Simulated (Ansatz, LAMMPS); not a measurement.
**What do other settings change for Li+ TFSI- in tetrahydrofuran and diglyme at 350 K (88 atoms)?**

Density of this cell: 1.17 g/cm³. The cell holds 88 atoms: 22 C, 12 O, 44 H, 1 N, 2 S, 6 F and 1 Li. Cell: a = 9.985 Å, b = 9.985 Å, c = 9.985 Å, α = 90.0°, β = 90.0°, γ = 90.0°. 2 tetrahydrofuran, 2 diglyme, 1 Li+, 1 TFSI- placed at random, at 1.17 g/cm³; overlaps pushed apart, then 10 ps at 550 K with Joung-Cheatham ions (J. Phys. Chem. B 112, 9020 (2008)); MMFF94 bonds, angles, torsions, charges and radii (Halgren, J. Comput. Chem. 17, 490 (1996)) in harmonic and 12-6 forms; charges of ions scaled by 0.8. Snapshot after 30 ps at 350 K and fixed volume.

Geometry: as built.

Reference run: Kohn-Sham DFT, PBE+D3(BJ), PAW (set soft_2), plane waves (Ansatz 0.2.0), cutoff 420 eV, Γ point, gaussian smearing of 0.05 eV.

```
r.m.s. force component                           : 0.8685 eV/Å
pressure                                         : 1.689 GPa
gap (highest filled to lowest empty level) : 4.194 eV
SCF cycles                                       : 10
time                                             : 11 s on 4 threads of Arm Neoverse V1, shared host
```

Q: Estimate how much each variant changes the results, and its time and memory.
- support functions medium
- support functions low
- support functions high
- support functions medium, radius 3.36 Å
- support functions medium, radius 3.64 Å
- support functions medium, radius 3.88 Å
- support functions medium, radius 4.16 Å
- support functions medium, radius 4.68 Å
- support functions medium, radius 5.2 Å
- basis.ecutwfc = "14.7 Ry" and hamiltonian.xc = "revpbe"

Differences are against the plane-wave reference (Kohn-Sham DFT, PBE+D3(BJ), PAW (set soft_2), plane waves), whose r.m.s. force component is 0.869 eV/Å. Energies are set beside the reference only for runs with its functional, potentials and electron count. Times are for 4 threads of Arm Neoverse V1, shared host. The reference's time includes the DOS, ELF, the stress and grids, which some other runs skip.

```tsv
run	Δ force, r.m.s. (meV/Å)	share of r.m.s. force (%)	Δ energy (meV/atom)	Δ pressure (GPa)	Δ gap (eV)	cycles	time	host memory (GiB)
reference	-	-	-	-	-	10	11 s	1.1
support functions medium	5.38	0.620	-4.26	-	1.0e-4	16	1.7 min	3.1
support functions low	5.39	0.621	-4.26	-	0	15	89 s	2.8
support functions high	5.29	0.609	-4.32	-	6.0e-4	21	9 min	7.6
support functions medium, radius 3.36 Å	5.38	0.620	-4.26	-	4.0e-4	16	98 s	3.0
support functions medium, radius 3.64 Å	5.33	0.613	-4.26	-	4.0e-4	16	2 min	3.4
support functions medium, radius 3.88 Å	5.30	0.61	-4.26	-	6.0e-4	16	2.3 min	3.7
support functions medium, radius 4.16 Å	5.28	0.608	-4.26	-	7.0e-4	16	2.9 min	4.1
support functions medium, radius 4.68 Å	5.25	0.605	-4.26	-	8.0e-4	16	4.3 min	5.2
support functions medium, radius 5.2 Å	5.25	0.605	-4.26	-	8.0e-4	16	7 min	6.4
basis.ecutwfc = "14.7 Ry" and hamiltonian.xc = "revpbe"	727	83.7	-	3.70	0.0468	11	5.2 s	0.54
```

Among numerical settings the force difference runs from 5.3 meV/Å (support functions medium, radius 5.2 Å) to 5.4 meV/Å (support functions low). At 88 atoms the fastest of the runs at a preset level, support functions low, takes roughly 8.5 times the time of plane waves (whose run also made extra analyses, so the like-for-like ratio is larger), in 15 SCF cycles against 10. Differences between support functions and plane waves include what basis error the plane-wave run still has. The force difference hardly changes among these support-function runs, which points to the basis of the plane-wave reference as its main source. As the radius goes from 3.36 to 5.2 Å, the force difference goes from 5.4 to 5.3 meV/Å, and the time from 98 s to 7 min. 

[Logs are printed without paths, hosts, clocks, repeated set-up lines and the standing remarks that a program may print on its own settings, such as how far it seeks lower states.]

[Hosts, paths, dates, database ids (printed as entryN), source tags and the programs' standing remarks are cut or masked in the printed files.]

[The MMFF94 radii named for the starting cell were scaled by 0.96; in molecules described by MMFF94, hydrogen bound to N, O or S took a small fixed 12-6 site in their place.]
